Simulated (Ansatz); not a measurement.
**Converging the field response of a BaHfO3 (001), HfO2 faces film**

Aim: a convergence study of the equivalent conductor thickness of a BaHfO3 (001), HfO2 faces film, with the cost of each setting.

Main program and level: Ansatz 0.2.0; plane-wave DFT, PBE, Ansatz PAW, in the first sound run; inputs show where later runs differ.

## Step 1: Starting point

The cell holds 13 atoms: 3 Hf, 8 O and 2 Ba. Cell: a = 4.170 Å, b = 4.170 Å, c = 26.340 Å, α = 90.0°, β = 90.0°, γ = 90.0°. It derives from BaHfO3 (perovskite BaHfO3). Vacuum lies along c.

## Step 2: Single point, setting first choice

The first choice: the default cutoff of 420 eV, a 6×6×1 mesh, 18 Å of vacuum, 0.1 V/Å and a tight threshold. Each later run changes one input against this one; other functionals and files bring their own cutoffs.

input.yaml

```yaml
crystal:
  lattice:
    - [4.17, 0.0, 0.0]
    - [0.0, 4.17, 0.0]
    - [0.0, 0.0, 26.34]
  atoms:
    - { symbol: Hf, position: [0.5, 0.5, 0.3416856492] }
    - { symbol: O, position: [0.0, 0.5, 0.3416856492] }
    - { symbol: O, position: [0.5, 0.0, 0.3416856492] }
    - { symbol: Ba, position: [0.0, 0.0, 0.4208428246] }
    - { symbol: O, position: [0.5, 0.5, 0.4208428246] }
    - { symbol: Hf, position: [0.5, 0.5, 0.5] }
    - { symbol: O, position: [0.0, 0.5, 0.5] }
    - { symbol: O, position: [0.5, 0.0, 0.5] }
    - { symbol: Ba, position: [0.0, 0.0, 0.5791571754] }
    - { symbol: O, position: [0.5, 0.5, 0.5791571754] }
    - { symbol: Hf, position: [0.5, 0.5, 0.6583143508] }
    - { symbol: O, position: [0.0, 0.5, 0.6583143508] }
    - { symbol: O, position: [0.5, 0.0, 0.6583143508] }
kpoints:
  mp_grid: { grid: [6, 6, 1] }
hamiltonian:
  xc: pbe
scf:
  occupations: { method: fixed }
  convergence: { dr2_threshold: 1.0e-10 }
efield:
  axis: 3
  dipole_correction: true
  ramp_position: 0.97
  ramp_width: 0.06
  amplitude: 0.1
output:
  write_potential: true
  write_density: true
  volumetric_format: npy
```

The run is started by

```console
$ ansatz run input.yaml --threads 4 --pin off --max-ram 6144MiB --backend cpu --events-out ev --progress --plain --runs-dir out
```

Numbers of over 12 decimals in the logs are rounded to 6 here.

Output:

```text
Engine: ansatz 0.2.0, x86_64-unknown-linux-gnu
Pseudopotentials: kind: paw
Pseudopotential: Hf, paw, valence charge 26, recommended cutoff 420 eV (normal), Hf.paw.azcp
Pseudopotential: O, paw, valence charge 6, recommended cutoff 420 eV (normal), O.paw.azcp
Pseudopotential: Ba, paw, valence charge 10, recommended cutoff 420 eV (normal), Ba.paw.azcp
Functional definition: PBE
  parameter kappa = 0.804
  parameter beta = 0.066725
  exchange = pbe_x(kappa = kappa, mu = beta*pi^2/3)
  correlation = pbe_c(beta = beta)
Crystal: 13 atoms, lattice volume = 458.024 Å³
Basis set: ecut = 420 eV, 8857 PW (Γ)
Bands: 88, of which v1, the nominal top of the filled ones, is band 73 counted from 1 (72 counted from 0)
Symmetry: 8 space group operations
k-points: 10 of 36
Non-local potential: Hf, projectors of the file, l = 0: 3, l = 1: 2, l = 2: 2, l = 3: 3
Non-local potential: O, projectors of the file, l = 0: 2, l = 1: 2, l = 2: 1
Non-local potential: Ba, projectors of the file, l = 0: 3, l = 1: 2, l = 2: 2, l = 3: 2
PAW form: soft (Blöchl's): semilocal exchange-correlation on the pseudo side does not see the compensation charge
PAW one-centre angular grid: Hf, 590 points (default); XC on 64 Gauss nodes
PAW one-centre angular grid: O, 110 points (default); XC on 64 Gauss nodes
PAW one-centre angular grid: Ba, 194 points (default); XC on 64 Gauss nodes
Initial density: superposition of atomic densities (neutral atoms: chi_scale 0, normalization atom, screened)
Initial wavefunctions: pseudopotential atomic-orbital guess
Functional: x = pbe(κ = 0.804, μ = 0.219515), c = pbe(β = 0.066725)
SCF iter   1: F=—  HF=-63641.945742 eV  |F-HF|=—  |Δ(HF+E_count)|=         —  Δρ=1.08e-1  dr2=6.45e1  ethr=3.10e-3  p=0.109 e·Å  D=4.29e-2 V/Å  ΔV_dip=-1.13 eV  dr2_dipole=2.07e-3  V_vac-E_F(+/−)=12.65/11.38 eV  ⟨swp⟩=5.3  Hψ=3231  notcnv=0  defer=111
efield: sawtooth ramp at fractional position 0.9700 (set: `efield.ramp_position`, or a place that a band, a saddle search or an elastic batch's reference lends), width 0.0600; the density the first Hamiltonian is built on has a dipole p = 0.109 e·Å; the dipole correction subtracts the counter field D = 4.29e-2 V/Å, which shifts the + side's vacuum level by -1.13 eV against the − side's; the planar-averaged density in the ramp window peaks in size at 5.7e-6 e/Å³
preconditioner: auto → Resta (q_TF=auto, 2.255 Å⁻¹)  ε∞=2.4  [insulator: Δε(μ)=5.950 eV  Ē_g=17.239 eV  n_scr=106 (ndim 8)  ℏωp=20.5 eV  f_vac=0.547  ε∞_Penn≈2.4  vacuum switching on, ρ_ref=2.2e-2 e/Å³]
SCF iter   2: F=—  HF=-63625.921805 eV  |F-HF|=—  |Δ(HF+E_count)|=    1.60e1  Δρ=5.89e-2  dr2=8.04e0  ethr=3.10e-3  p=0.084 e·Å  D=3.30e-2 V/Å  ΔV_dip=-0.87 eV  dr2_dipole=2.69e-4  V_vac-E_F(+/−)=5.99/4.45 eV  ⟨swp⟩=4.1  Hψ=2421  notcnv=0  defer=106  κ⁻¹=1.0e0(r=1)
SCF iter   3: F=—  HF=-63624.080227 eV  |F-HF|=—  |Δ(HF+E_count)|=    1.84e0  Δρ=1.55e-2  dr2=1.17e0  ethr=3.10e-3  p=0.090 e·Å  D=3.56e-2 V/Å  ΔV_dip=-0.94 eV  dr2_dipole=9.26e-5  V_vac-E_F(+/−)=6.58/5.11 eV  ⟨swp⟩=2.1  Hψ=1671  notcnv=0  defer=96  κ⁻¹=5.1e-3(r=2)
SCF iter   4: F=—  HF=-63623.923564 eV  |F-HF|=—  |Δ(HF+E_count)|=   1.57e-1  Δρ=7.39e-3  dr2=2.79e-1  ethr=8.03e-4  p=0.081 e·Å  D=3.20e-2 V/Å  ΔV_dip=-0.84 eV  dr2_dipole=1.68e-4  V_vac-E_F(+/−)=4.81/3.25 eV  ⟨swp⟩=3.2  Hψ=1753  notcnv=0  defer=127  κ⁻¹=1.5e-3(r=3)
SCF iter   5: F=—  HF=-63623.863576 eV  |F-HF|=—  |Δ(HF+E_count)|=   6.00e-2  Δρ=2.24e-3  dr2=2.12e-2  ethr=1.91e-4  p=0.085 e·Å  D=3.38e-2 V/Å  ΔV_dip=-0.89 eV  dr2_dipole=4.78e-6  V_vac-E_F(+/−)=5.07/3.55 eV  ⟨swp⟩=3.1  Hψ=1381  notcnv=0  defer=130  κ⁻¹=2.1e-4(r=4)
SCF iter   6: F=—  HF=-63623.864905 eV  |F-HF|=—  |Δ(HF+E_count)|=   1.33e-3  Δρ=7.73e-4  dr2=2.73e-3  ethr=1.45e-5  p=0.087 e·Å  D=3.43e-2 V/Å  ΔV_dip=-0.90 eV  dr2_dipole=8.51e-8  V_vac-E_F(+/−)=5.09/3.58 eV  ⟨swp⟩=3.7  Hψ=1546  notcnv=0  defer=130  κ⁻¹=4.8e-5(r=5)
SCF iter   7: F=—  HF=-63623.866020 eV  |F-HF|=—  |Δ(HF+E_count)|=   1.11e-3  Δρ=5.06e-4  dr2=1.40e-3  ethr=1.87e-6  p=0.086 e·Å  D=3.42e-2 V/Å  ΔV_dip=-0.90 eV  dr2_dipole=5.32e-7  V_vac-E_F(+/−)=5.01/3.50 eV  ⟨swp⟩=3.0  Hψ=1547  notcnv=0  defer=130  κ⁻¹=5.1e-6(r=6)
SCF iter   8: F=—  HF=-63623.865921 eV  |F-HF|=—  |Δ(HF+E_count)|=   9.88e-5  Δρ=1.38e-4  dr2=9.08e-5  ethr=9.56e-7  p=0.087 e·Å  D=3.43e-2 V/Å  ΔV_dip=-0.90 eV  dr2_dipole=1.30e-8  V_vac-E_F(+/−)=5.03/3.53 eV  ⟨swp⟩=2.5  Hψ=1545  notcnv=0  defer=130  κ⁻¹=2.2e-7(r=7)
SCF iter   9: F=—  HF=-63623.865915 eV  |F-HF|=—  |Δ(HF+E_count)|=   6.03e-6  Δρ=7.04e-5  dr2=3.56e-5  ethr=6.22e-8  p=0.087 e·Å  D=3.44e-2 V/Å  ΔV_dip=-0.90 eV  dr2_dipole=3.00e-8  V_vac-E_F(+/−)=5.03/3.53 eV  ⟨swp⟩=2.0  Hψ=1411  notcnv=0  defer=129  κ⁻¹=5.0e-8(r=8)
SCF iter  10: F=—  HF=-63623.865912 eV  |F-HF|=—  |Δ(HF+E_count)|=   3.20e-6  Δρ=2.18e-5  dr2=2.10e-6  ethr=2.44e-8  p=0.087 e·Å  D=3.43e-2 V/Å  ΔV_dip=-0.90 eV  dr2_dipole=2.77e-10  V_vac-E_F(+/−)=5.03/3.52 eV  ⟨swp⟩=2.0  Hψ=1205  notcnv=0  defer=121  κ⁻¹=1.4e-7(r=8)
SCF iter  11: F=—  HF=-63623.866219 eV  |F-HF|=—  |Δ(HF+E_count)|=   3.07e-4  Δρ=6.72e-6  dr2=1.45e-7  ethr=1.44e-9  p=0.087 e·Å  D=3.43e-2 V/Å  ΔV_dip=-0.90 eV  dr2_dipole=1.50e-10  V_vac-E_F(+/−)=5.02/3.52 eV  ⟨swp⟩=2.0  Hψ=1530  notcnv=0  defer=112  κ⁻¹=3.4e-8(r=8)
SCF iter  12: F=—  HF=-63623.866219 eV  |F-HF|=—  |Δ(HF+E_count)|=   1.26e-8  Δρ=3.61e-6  dr2=4.86e-8  ethr=9.95e-11  p=0.087 e·Å  D=3.43e-2 V/Å  ΔV_dip=-0.90 eV  dr2_dipole=1.90e-11  V_vac-E_F(+/−)=5.02/3.52 eV  ⟨swp⟩=2.4  Hψ=1601  notcnv=0  defer=112  κ⁻¹=1.9e-7(r=8)
SCF iter  13: F=—  HF=-63623.866219 eV  |F-HF|=—  |Δ(HF+E_count)|=   6.94e-9  Δρ=1.60e-6  dr2=7.55e-9  ethr=3.33e-11  p=0.087 e·Å  D=3.43e-2 V/Å  ΔV_dip=-0.90 eV  dr2_dipole=1.06e-14  V_vac-E_F(+/−)=5.02/3.52 eV  ⟨swp⟩=2.0  Hψ=1344  notcnv=0  defer=112  κ⁻¹=5.1e-8(r=8)
SCF iter  14: F=—  HF=-63623.866219 eV  |F-HF|=—  |Δ(HF+E_count)|=   3.96e-9  Δρ=3.15e-7  dr2=3.34e-10  ethr=5.17e-12  p=0.087 e·Å  D=3.43e-2 V/Å  ΔV_dip=-0.90 eV  dr2_dipole=2.43e-15  V_vac-E_F(+/−)=5.02/3.52 eV  ⟨swp⟩=2.0  Hψ=1490  notcnv=0  defer=112  κ⁻¹=8.2e-8(r=8)
SCF iter  15: F=-63623.866219 eV  HF=-63623.866219 eV  |F-HF|=1.60e-10  |Δ(HF+E_count)|=  1.31e-10  Δρ=1.07e-7  dr2=3.37e-11  ethr=1.00e-12  p=0.087 e·Å  D=3.43e-2 V/Å  ΔV_dip=-0.90 eV  dr2_dipole=1.20e-17  V_vac-E_F(+/−)=5.02/3.52 eV  ⟨swp⟩=17.0  Hψ=5359  notcnv=0
SCF 1 converged in 15 iterations: F = -63623.866219 eV  dr2 = 3.37e-11
  greatest PAW one-centre occupation: 0.999 electrons in one spin orbital (limit 2), on the Hf atom at site 5 (counted from 0), in its partial waves of l = 0
WARN: The output density's exchange-correlation potential varies sharply where the density is thin. Do not read a vacuum level from v_tot or v_xc, or from such a field of the output density. On a cell that repeats whose density bears no net charge and no dipole along the vacuum's axis use v_es (v_loc + v_h of the components); under efield.dipole_correction with no amplitude use v_es + v_field, which holds any externa [...]
SCF converged after 15 iterations
Stability not checked: this state was not tested for a lower state beside it, because the mixer in use, unlike msr1, does not test its closes by its own steps (another_mixer; see scf.mixing.algorithm and scf.lower_state_search)
Free energy (F): -63623.866219 eV
Harris-Foulkes:  -63623.866219 eV  (|F-HF|=1.60e-10)
Internal energy: -63623.866219 eV  (E = F + TS)
E sigma→0 (E₀):  -63623.866219 eV
Fermi energy:    2.389007 eV
Dipole field:    D = 0.034326 V/Å  (p = 0.086887 e·Å, saw-weighted, corrected)
Work function:   not extracted (applied field tilts the vacuum); planar V_es + V_field profile in the machine report
Levels:          The Fermi level and band energies are counted from a zero that moves with the ramp; work functions are not
--- Per-component energies (eV) ---
  E_band       = -1641.068185
  E_kinetic    = 2995.736988
  E_local      = -188125.831607  (includes V_loc(G=0)·N_el)
  E_nonlocal   = -3231.765970
  E_hartree    = 92313.487134
  E_xc         = -1827.845670
  E_vxc        = -1824.434952  (∫ρ·V_xc dr)
  E_paw        = -32496.621910  (= ΣΔE_a)
  E_vpaw       = 3918.238106  (= ΣTr[D̂ρ^β])
  E_aug_tail   = 0.019751  (compensation charges beyond the density's cutoff)
  E_efield     = -0.007197  (sawtooth field / dipole correction)
  E_vefield    = -0.005706  (∫n·V_field dr)
  E_ewald      = 66748.962262
  E_smearing   = -0.000000  (= −TS)
  E_closure    = -0.000000  (closes the sum)
  Σ components = -63623.866219   (vs F -63623.866219, Δ=0.00e0)
--- Band table (eV; the first three rows and the last of 10) ---
  k-point 0: bands = [... 69 lower, 1.6755, 1.6755, 1.8410, 1.8410, 5.0544, 5.2020, 5.2345, 5.2345, ... 11 higher]
  k-point 1: bands = [... 69 lower, 1.2643, 1.4315, 1.4476, 1.6123, 5.2300, 5.3014, 5.6063, 5.8103, ... 11 higher]
  k-point 2: bands = [... 69 lower, 1.1316, 1.1497, 1.2317, 1.3151, 5.4540, 5.6606, 6.0228, 6.1130, ... 11 higher]
  k-point 9: bands = [... 69 lower, 1.2677, 1.3844, 2.2217, 2.3890, 6.3691, 6.7077, 7.7280, 7.7280, ... 11 higher]
```

Run time: 22 s. Hardware: 4 threads of AMD EPYC 7R43, shared host; peak memory 1.3 GiB.

This step gave:

```yaml
gap_on_the_k_mesh: 2.665 eV
dipole_along_the_normal: 0.08689 e·Å
equivalent_conductor_thickness_p_eps_0ae: 9.042 Å
```

Running mean over 4.17 Å of the planar mean, with the applied field; the ramp of the sawtooth is left out. Electron's electrostatic potential energy less the highest filled level against z:

```csv
z (Å),electron's electrostatic potential energy less the highest filled level (eV)
3.5,3.79
4.0,3.84
4.5,3.89
5.0,3.93
5.5,3.94
6.0,3.83
6.5,3.18
7.0,1.64
7.5,0.254
8.0,-0.389
8.5,-1.18
9.0,-2.61
9.5,-4.04
10.0,-4.77
10.5,-5.06
11.0,-5.20
11.5,-5.29
12.0,-5.33
12.5,-5.35
13.0,-5.35
13.5,-5.34
14.0,-5.31
14.5,-5.26
15.0,-5.19
15.5,-5.07
16.0,-4.88
16.5,-4.47
17.0,-3.49
17.5,-1.92
18.0,-0.629
18.5,0.0645
19.0,0.939
19.5,2.59
20.0,3.98
20.5,4.46
21.0,4.61
21.5,4.68
22.0,4.73
22.5,4.79
23.0,4.84
```

The dipole corresponds to a conductor 9.042 Å thick.

## Step 3: Single point, box 26.3 Å

Edit input.yaml of step 2 so:

```diff
@@ -32,2 +32,4 @@
   amplitude: 0.1
+basis:
+  ecutwfc: "250 eV"
 output:
```

Output:

```text
Warning: basis.ecutwfc = 250 eV is below the records' recommended 420 eV, and the density's cutoff is lower with it unless basis.ecutrho_ratio is high enough to keep the records' density cutoff: compare with a run at a higher cutoff
[...]
Crystal: 13 atoms, lattice volume = 458.024 Å³
Basis set: ecut = 250 eV, 4091 PW (Γ)
[...]
k-point 0: bands = [... 69 lower, 1.6091, 1.6091, 1.7722, 1.7722, 4.9806, 5.0964, 5.1351, 5.1351, ... 11 higher]
  k-point 1: bands = [... 69 lower, 1.2055, 1.3550, 1.3751, 1.5172, 5.1584, 5.1971, 5.5317, 5.7064, ... 11 higher]
  k-point 2: bands = [... 69 lower, 1.0497, 1.0980, 1.2054, 1.2167, 5.3432, 5.5905, 5.9510, 6.0115, ... 11 higher]
  k-point 9: bands = [... 69 lower, 1.2603, 1.3585, 2.2094, 2.3746, 6.2753, 6.6233, 7.6322, 7.6322, ... 11 higher]
[key lines of the parts left out:]
SCF converged after 14 iterations
Free energy (F): -63606.216430 eV
Fermi energy:    2.374627 eV
Dipole field:    D = 0.034430 V/Å  (p = 0.087149 e·Å, saw-weighted, corrected)
```

Wall time 9.3 s (4 threads); peak memory 0.8 GiB; 35 s of CPU time.

The dipole corresponds to a conductor 9.069 Å thick, +0.30 % from the first choice, at 0.43 times its CPU time.

## Step 4: Single point, box 26.3 Å (run 2)

Edit input.yaml of step 3 so:

```diff
@@ -33,3 +33,3 @@
 basis:
-  ecutwfc: "250 eV"
+  ecutwfc: "330 eV"
 output:
```

Output:

```text
[...]
Crystal: 13 atoms, lattice volume = 458.024 Å³
Basis set: ecut = 330 eV, 6231 PW (Γ)
Bands: 88, of which v1, the nominal top of the filled ones, is band 73 counted from 1 (72 counted from 0)
Symmetry: 8 space group operations
k-points: 10 of 36
[...]
k-point 0: bands = [... 69 lower, 1.6697, 1.6697, 1.8351, 1.8351, 5.0484, 5.1964, 5.2280, 5.2280, ... 11 higher]
  k-point 1: bands = [... 69 lower, 1.2636, 1.4303, 1.4394, 1.6041, 5.2239, 5.2949, 5.6005, 5.8052, ... 11 higher]
  k-point 2: bands = [... 69 lower, 1.1275, 1.1411, 1.2294, 1.3069, 5.4475, 5.6549, 6.0173, 6.1070, ... 11 higher]
  k-point 9: bands = [... 69 lower, 1.2610, 1.3752, 2.2137, 2.3810, 6.3610, 6.7001, 7.7261, 7.7261, ... 11 higher]
[key lines of the parts left out:]
SCF converged after 15 iterations
Free energy (F): -63622.435824 eV
Fermi energy:    2.381035 eV
Dipole field:    D = 0.034331 V/Å  (p = 0.086899 e·Å, saw-weighted, corrected)
```

Run time: 14 s. Hardware: 4 threads; peak memory 1 GiB.

The dipole corresponds to a conductor 9.043 Å thick, +0.01 % from the first choice, at 0.66 times its CPU time.

## Step 5: Run, box 26.3 Å

Edit input.yaml of step 4 so:

```diff
@@ -33,3 +33,3 @@
 basis:
-  ecutwfc: "330 eV"
+  ecutwfc: "600 eV"
 output:
```

Output:

```text
[...]
Crystal: 13 atoms, lattice volume = 458.024 Å³
Basis set: ecut = 600 eV, 15381 PW (Γ)
Bands: 88, of which v1, the nominal top of the filled ones, is band 73 counted from 1 (72 counted from 0)
Symmetry: 8 space group operations
k-points: 10 of 36
[...]
k-point 0: bands = [... 69 lower, 1.6745, 1.6745, 1.8400, 1.8400, 5.0551, 5.2025, 5.2350, 5.2350, ... 11 higher]
  k-point 1: bands = [... 69 lower, 1.2640, 1.4312, 1.4466, 1.6113, 5.2307, 5.3019, 5.6067, 5.8108, ... 11 higher]
  k-point 2: bands = [... 69 lower, 1.1319, 1.1484, 1.2317, 1.3138, 5.4546, 5.6611, 6.0232, 6.1137, ... 11 higher]
  k-point 9: bands = [... 69 lower, 1.2679, 1.3849, 2.2218, 2.3891, 6.3697, 6.7083, 7.7288, 7.7288, ... 11 higher]
[key lines of the parts left out:]
SCF converged after 15 iterations
Free energy (F): -63623.922762 eV
Fermi energy:    2.389150 eV
Dipole field:    D = 0.034326 V/Å  (p = 0.086887 e·Å, saw-weighted, corrected)
```

The job ended after 37 s (4 threads; peak memory 2 GiB; 2.4 min of CPU time).

The dipole corresponds to a conductor 9.042 Å thick, -0.00 % from the first choice, at 1.7 times its CPU time.

## Step 6: Single point, box 26.3 Å (run 3)

Edit input.yaml of step 5 so:

```diff
@@ -20,3 +20,3 @@
 kpoints:
-  mp_grid: { grid: [6, 6, 1] }
+  mp_grid: { grid: [1, 1, 1] }
 hamiltonian:
@@ -32,4 +32,2 @@
   amplitude: 0.1
-basis:
-  ecutwfc: "600 eV"
 output:
```

Output:

```text
[...]
Crystal: 13 atoms, lattice volume = 458.024 Å³
Basis set: ecut = 420 eV, 8857 PW (Γ)
Bands: 88, of which v1, the nominal top of the filled ones, is band 73 counted from 1 (72 counted from 0)
Symmetry: 8 space group operations
k-points: 1
[...]
Internal energy: -63596.666175 eV  (E = F + TS)
E sigma→0 (E₀):  -63596.666175 eV
Fermi energy:    2.274883 eV
Dipole field:    D = 0.039189 V/Å  (p = 0.099196 e·Å, saw-weighted, corrected)
Work function:   not extracted (applied field tilts the vacuum); planar V_es + V_field profile in the machine report
[...]
--- Band table (eV) ---
  k-point 0: bands = [... 69 lower, 2.1671, 2.1671, 2.2749, 2.2749, 3.8576, 3.8576, 3.9253, 4.3590, ... 11 higher]
[key lines of the parts left out:]
SCF converged after 17 iterations
Free energy (F): -63596.666175 eV
```

Wall time 2.8 s (4 threads); peak memory 0.54 GiB; 9 s of CPU time.

The dipole corresponds to a conductor 10.322 Å thick, +14.17 % from the first choice, at 0.11 times its CPU time.

## Step 7: Single point, box 26.3 Å (run 4)

Edit input.yaml of step 6 so:

```diff
@@ -20,3 +20,3 @@
 kpoints:
-  mp_grid: { grid: [1, 1, 1] }
+  mp_grid: { grid: [2, 2, 1] }
 hamiltonian:
```

Output:

```text
[...]
Crystal: 13 atoms, lattice volume = 458.024 Å³
Basis set: ecut = 420 eV, 8857 PW (Γ)
Bands: 88, of which v1, the nominal top of the filled ones, is band 73 counted from 1 (72 counted from 0)
Symmetry: 8 space group operations
k-points: 3 of 4
[...]
Work function:   not extracted (applied field tilts the vacuum); planar V_es + V_field profile in the machine report
[...]
--- Band table (eV) ---
  k-point 0: bands = [... 69 lower, 1.7378, 1.7378, 1.8994, 1.8994, 5.0397, 5.0867, 5.1203, 5.1203, ... 11 higher]
  k-point 1: bands = [... 69 lower, 1.0987, 1.1848, 1.2615, 1.2743, 5.4128, 5.9060, 6.0370, 6.2515, ... 11 higher]
  k-point 2: bands = [... 69 lower, 1.2511, 1.4218, 2.2950, 2.4583, 6.2914, 6.6288, 7.6493, 7.6493, ... 11 higher]
[key lines of the parts left out:]
SCF converged after 15 iterations
Free energy (F): -63622.577376 eV
Fermi energy:    2.458344 eV
Dipole field:    D = 0.034641 V/Å  (p = 0.087683 e·Å, saw-weighted, corrected)
```

Elapsed: 4.5 s, on 4 threads; peak memory 0.93 GiB; 16 s of CPU time.

The dipole corresponds to a conductor 9.124 Å thick, +0.92 % from the first choice, at 0.20 times its CPU time.

## Step 8: Run, box 26.3 Å (run 2)

Edit input.yaml of step 7 so:

```diff
@@ -20,3 +20,3 @@
 kpoints:
-  mp_grid: { grid: [2, 2, 1] }
+  mp_grid: { grid: [3, 3, 1] }
 hamiltonian:
```

Output:

```text
[...]
Crystal: 13 atoms, lattice volume = 458.024 Å³
Basis set: ecut = 420 eV, 8857 PW (Γ)
Bands: 88, of which v1, the nominal top of the filled ones, is band 73 counted from 1 (72 counted from 0)
Symmetry: 8 space group operations
k-points: 3 of 9
[...]
Work function:   not extracted (applied field tilts the vacuum); planar V_es + V_field profile in the machine report
[...]
--- Band table (eV) ---
  k-point 0: bands = [... 69 lower, 1.6872, 1.6872, 1.8524, 1.8524, 5.0527, 5.1823, 5.2159, 5.2159, ... 11 higher]
  k-point 1: bands = [... 69 lower, 1.1326, 1.1587, 1.2397, 1.3236, 5.4341, 5.6557, 6.0169, 6.0941, ... 11 higher]
  k-point 2: bands = [... 69 lower, 1.0783, 1.1952, 1.9123, 2.0781, 6.0181, 6.3301, 7.1219, 7.1484, ... 11 higher]
[key lines of the parts left out:]
SCF converged after 15 iterations
Free energy (F): -63623.717311 eV
Fermi energy:    2.078143 eV
Dipole field:    D = 0.034360 V/Å  (p = 0.086971 e·Å, saw-weighted, corrected)
```

It took 7.7 s on 4 threads; peak memory 0.9 GiB.

The dipole corresponds to a conductor 9.050 Å thick, +0.10 % from the first choice, at 0.35 times its CPU time.

(Part 1 of 3 ends here.)

[Logs are printed without paths, hosts, clocks, repeated set-up lines and the standing remarks that a program may print on its own settings, such as how far it seeks lower states.]

[Hosts, paths, dates, database ids (printed as entryN), source tags and the programs' standing remarks are cut or masked in the printed files.]

[Maps of the electrostatic potential energy from Ansatz leave out the sawtooth potential of an applied field or a dipole correction, so their vacuum need not be flat; planar profiles and work functions include it.]
